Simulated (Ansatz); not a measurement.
# One crystal, many levels of theory: Ga2S3 (Imm2), part 2 of 2

Wanted: a ladder of band gaps for Ga2S3 (Imm2), from density functionals to G0W0.

Ansatz 0.2.0; density functionals, hybrids and G0W0, plane waves, PAW. Known limits of the many-body steps: finite bands, screening cutoff and k mesh; no spin-orbit coupling in G0W0; d shells not analysed.

So far. Step 5 (HSE06 on the 6×6×6 mesh): Over mesh and listed points the gap is 2.595 eV, from k = (0.500, -0.500, 0.500) to k = Γ. The least direct gap found is 2.722 eV, at k = Γ. HSE06 against LDA: 2.595 − 1.250 = +1.345 eV. The runs also differ in mesh (8×8×8 and 6×6×6), so how much of this comes from the functional alone is not known. Step 6 (G0W0@LDA, 6×6×6 mesh, 866 empty bands, screening to 230 …): Over 21 of 46 irreducible mesh points the G0W0 gap is 2.640 eV, from k = (-0.500, -0.500, -0.500) to k = Γ.

In doubt: masses and optical values from hybrid runs of this build are listed as unsure (step 7), which bears on the screening that GW takes from such a start.

**7. G0W0@HSE06, 6×6×6 mesh, 402 empty bands, screening to 138 eV, PAW set soft_1 files**

This step: G0W0 on HSE06, plane waves, PAW; PAW set soft_1.

File input.yaml:

```yaml
crystal:
  lattice:
    - [-1.83633776, 5.57061928, 2.67305246]
    - [1.83633776, -5.57061928, 2.67305246]
    - [1.83633776, 5.57061928, -2.67305246]
  atoms:
    - { symbol: Ga, position: [0.16642079, 0.00736566, 0.15905513] }
    - { symbol: Ga, position: [0.84831053, 0.00736566, 0.84094487] }
    - { symbol: S, position: [0.90747666, 0.24172383, 0.66575283] }
    - { symbol: S, position: [0.575971, 0.24172383, 0.33424717] }
    - { symbol: S, position: [0.25182003, 0.25182003, 0.0] }
kpoints:
  mp_grid: { grid: [6, 6, 6] }
hamiltonian:
  xc: hse06
  pseudopotentials: { kind: paw, azcp: { folder: soft_1 } }
scf:
  occupations: { method: fixed }
gw:
  n_empty_bands: 402
  ecut_chi: 138
  qp_bands: [v2, c2]
  qp_kpoints: band_edges
  screening: { model: contour_deformation }
```

Started as:

```sh
ansatz run input.yaml --threads 2 --pin off --max-ram 73728MiB --backend cuda --events-out ev --progress --plain --runs-dir out --devices 1 --max-vram 13GiB
```

Numbers of over 12 decimals in the logs are rounded to 6 here.

Output:

```text
GPUs: using 1 of 1 available (devices: 1).
[...]
GPU FFT provider: cuFFT
GPU libraries: cuBLAS 13.8.2, cuFFT 12.4.0, cuSOLVER 12.3.4
Crystal: 5 atoms, lattice volume = 109.376 Å³
Basis set: ecut = 420 eV, 2133 PW (Γ)
Bands: 27, of which v1, the nominal top of the filled ones, is band 22 counted from 1 (21 counted from 0)
Symmetry: 4 space group operations
[...]
k-points: 46 of 216 (time reversal used)
[...]
3    23      8.4552    -6.3387    -3.5878   -10.0085  0.8294     8.5372     8.5371  root
     3    24      8.7018    -8.6011    -3.7905   -12.6875  0.8159     8.9984     8.9977  root
[...]
45    21      3.0947   -19.1090     1.7469   -16.9431  0.7923     2.6741     2.6757  root
    45    22      5.0721   -18.7975     1.9761   -16.3589  0.7818     4.6072     4.6095  root
    45    23      8.2643    -6.6938    -3.7027   -10.5113  0.8277     8.3791     8.3790  root
    45    24      8.6545    -8.4382    -3.7883   -12.4985  0.8180     8.9271     8.9265  root
[key lines of the parts left out:]
Free energy (F): -10278.369295 eV
Fermi energy:    5.072117 eV
```

Run time: 9.4 min. Hardware: 1 × NVIDIA H100 80GB HBM3 (shared by 6 runs) with 2 threads of AMD EPYC 7R13 (Zen 3), shared host; peak memory 3.9 GiB; 14 min of CPU time.

This step gave:

| Quantity | Value |
| --- | --- |
| bands summed | 424 |
| RPA ε∞ on this mesh (eigenvalues) | 4.384, 4.564, 4.604 |
| plane waves in the screening matrix | 409 |
| G0W0 gap over the corrected points | 3.266 eV |
| k of the valence top | -0.5, -0.5, -0.5 |
| k of the conduction bottom | 0, 0, 0 |
| starting gap on the mesh | 2.595 eV |
| Z at the valence top | 0.7818 |
| Z at the conduction bottom | 0.8173 |
| least direct G0W0 gap over the corrected points | 3.392 eV |

Over 20 of 46 irreducible mesh points the G0W0 gap is 3.266 eV, from k = (-0.500, -0.500, -0.500) to k = Γ. The HSE06 gap of this run on the mesh is 2.595 eV. The two states that bound the G0W0 gap lie that far apart at the start, so the correction of the gap is 3.266 − 2.595 = +0.671 eV. G0W0@HSE06 against G0W0@LDA with 424 bands (a further run, in the table below): 3.266 − 2.650 = +0.616 eV, with the same mesh, files and cutoffs, and both edges at the same k points.

**8. The ladder**

Each gap is the least one over the points named; times are wall times on shared hosts, not benchmarks. A G0W0 time includes the run's own self-consistent start. Runs with listed points see these and the mesh alone, so an edge that moves elsewhere is missed. Rows marked * are further runs, not shown as steps, whose inputs differ from the G0W0 step on the same start in the columns given; solver thresholds can differ too. Symmetry makes (0.500, -0.500, 0.500) and (-0.500, -0.500, -0.500) one point.

```csv
level,mesh,"files, cutoff","bands summed, screening",points,gap (eV),valence top,conduction bottom,least direct gap (eV),time
LDA,8×8×8,"soft_1 PAW, 420 eV",-,mesh and path,1.250,"(0.500, -0.500, 0.500)",Γ,1.382,12 s
LDA+SOC,8×8×8,"soft_1 PAW, 420 eV",-,mesh and listed points,1.251,"(0.500, -0.500, 0.500)",Γ,1.381,24 s
r2SCAN,8×8×8,"soft_1 PAW, 500 eV",-,mesh and listed points,1.964,"(0.500, -0.500, 0.500)",Γ,2.095,16 s
HSE06,6×6×6,"soft_1 PAW, 420 eV",-,mesh and listed points,2.595,"(0.500, -0.500, 0.500)",Γ,2.722,64 s
G0W0@LDA*,6×6×6,"soft_1 PAW, 420 eV","164, 69 eV",21 of 46 irreducible mesh points,2.632,"(-0.500, -0.500, -0.500)",Γ,2.760,94 s
G0W0@LDA*,6×6×6,"soft_1 PAW, 420 eV","424, 138 eV",21 of 46 irreducible mesh points,2.650,"(-0.500, -0.500, -0.500)",Γ,2.770,3.3 min
G0W0@LDA,6×6×6,"soft_1 PAW, 420 eV","888, 230 eV",21 of 46 irreducible mesh points,2.640,"(-0.500, -0.500, -0.500)",Γ,2.757,12 min
G0W0@LDA*,4×4×4,"soft_1 PAW, 420 eV","424, 138 eV",10 of 18 irreducible mesh points,2.640,"(-0.500, -0.500, -0.500)",Γ,2.762,35 s
G0W0@HSE06,6×6×6,"soft_1 PAW, 420 eV","424, 138 eV",20 of 46 irreducible mesh points,3.266,"(-0.500, -0.500, -0.500)",Γ,3.392,9.4 min
```

**9. What came out**

| Item | Value |
| --- | --- |
| LDA, over mesh and path | 1.250 eV |
| LDA+SOC, over mesh and listed points | 1.251 eV |
| r2SCAN, over mesh and listed points | 1.964 eV |
| HSE06, over mesh and listed points | 2.595 eV |
| G0W0@LDA (888 bands, 6×6×6), over 21 of 46 irreducible mesh points | 2.640 eV |
| G0W0@HSE06, over 20 of 46 irreducible mesh points | 3.266 eV |
| known limits | finite bands, screening cutoff and k mesh; no spin-orbit coupling in G0W0; d shells not analysed |

In words: The rows run from 1.250 eV (LDA) to 3.266 eV (G0W0@HSE06). They differ in mesh, plane-wave cutoff, bands and screening cutoff of G0W0 and the points over which the gap was sought as well as in level, so only pairs that share these are like for like. LDA+SOC against LDA: 1.251 − 1.250 = +0.001 eV, with the same mesh, set of files (read in its fully relativistic form for the spin-orbit run) and cutoff, and both edges at the same k points. The spin-orbit run sees mesh and listed points alone, so its gap is an upper bound: the coupling can move an edge off these points, the more so as this crystal has no centre of inversion, and the change over the zone, its sign included where it is small, is not known. G0W0@HSE06 against G0W0@LDA with 424 bands: 3.266 − 2.650 = +0.616 eV, with the same mesh, files and cutoffs, and both edges at the same k points. G0W0@LDA (888 bands, 6×6×6) moves the gap of its own start on the mesh by 2.640 − 1.250 = +1.390 eV, between the same two levels. Both edges that LDA shows over mesh and path lie at k points where levels were corrected. Levels at other points were not corrected, so a lower G0W0 gap elsewhere in the zone is not ruled out. G0W0@HSE06 moves the gap of its own start on the mesh by 3.266 − 2.595 = +0.671 eV, between the same two levels. Both edges that HSE06 shows over mesh and listed points lie at k points where levels were corrected. Levels at other points were not corrected, so a lower G0W0 gap elsewhere in the zone is not ruled out. What spin-orbit coupling does to the G0W0 levels was not computed, so no sum with the G0W0 gap is formed. For G0W0@LDA: from 164 bands and 69 eV to 888 bands and 230 eV the gap moves by 2.640 − 2.632 = +0.008 eV (rung by rung 2.632, 2.650, 2.640 eV); bands and screening cutoff rise together, so their parts are not told apart. The gap turns back along the series (2.632, 2.650, 2.640 eV), so no line is drawn and the limit is not known. The other G0W0 rows are shown at one basis each (424 bands), so their distance from the limit is not known here. With the 4×4×4 mesh in place of the 6×6×6 mesh and all else as in the G0W0@LDA row with 424 bands, the gap differs by 2.640 − 2.650 = −0.010 eV, and that of the start by 1.249 − 1.250 = −0.001 eV. The G0W0 runs are scalar-relativistic. One-shot GW is known to converge slowly in bands for compounds with shallow d shells. The cell holds Ga; the filling of the d shell and its place against the gap were not analysed here. G0W0 is shown with one set of atomic data (soft_1 PAW), so the error from the files is not known here. Failed or unusable runs of this series, left out of the table: G0W0@LDA (6×6×6 mesh, soft_1 PAW files, 420 eV, 402 empty bands) reached its time limit after 56 s.

[Paths, hosts, dates, memory and timing lines, banners, echoed tables and standing remarks are left out of the program output.]

[Logs are printed without paths, hosts, clocks, repeated set-up lines and the standing remarks that a program may print on its own settings, such as how far it seeks lower states.]

[Runs of the session that timed out or met a known fault of the program may be left out.]

[Cells called generated may have been cut or substituted from an entry of the Crystallography Open Database or the Materials Project.]

[Hosts, paths, dates, database ids (printed as entryN), source tags and the programs' standing remarks are cut or masked in the printed files.]

[Where an RPA ε∞ is given, it is that of the G0W0 mesh and is not shown converged in it. Names of k-points follow the symmetry that the program found, which can be lower than the space group named. Band edges on a path are those of the sampled points; other points can move an edge, and change direct to indirect where valleys lie close.]

[Hybrid gaps are those of their k-mesh and are not shown converged in it.]
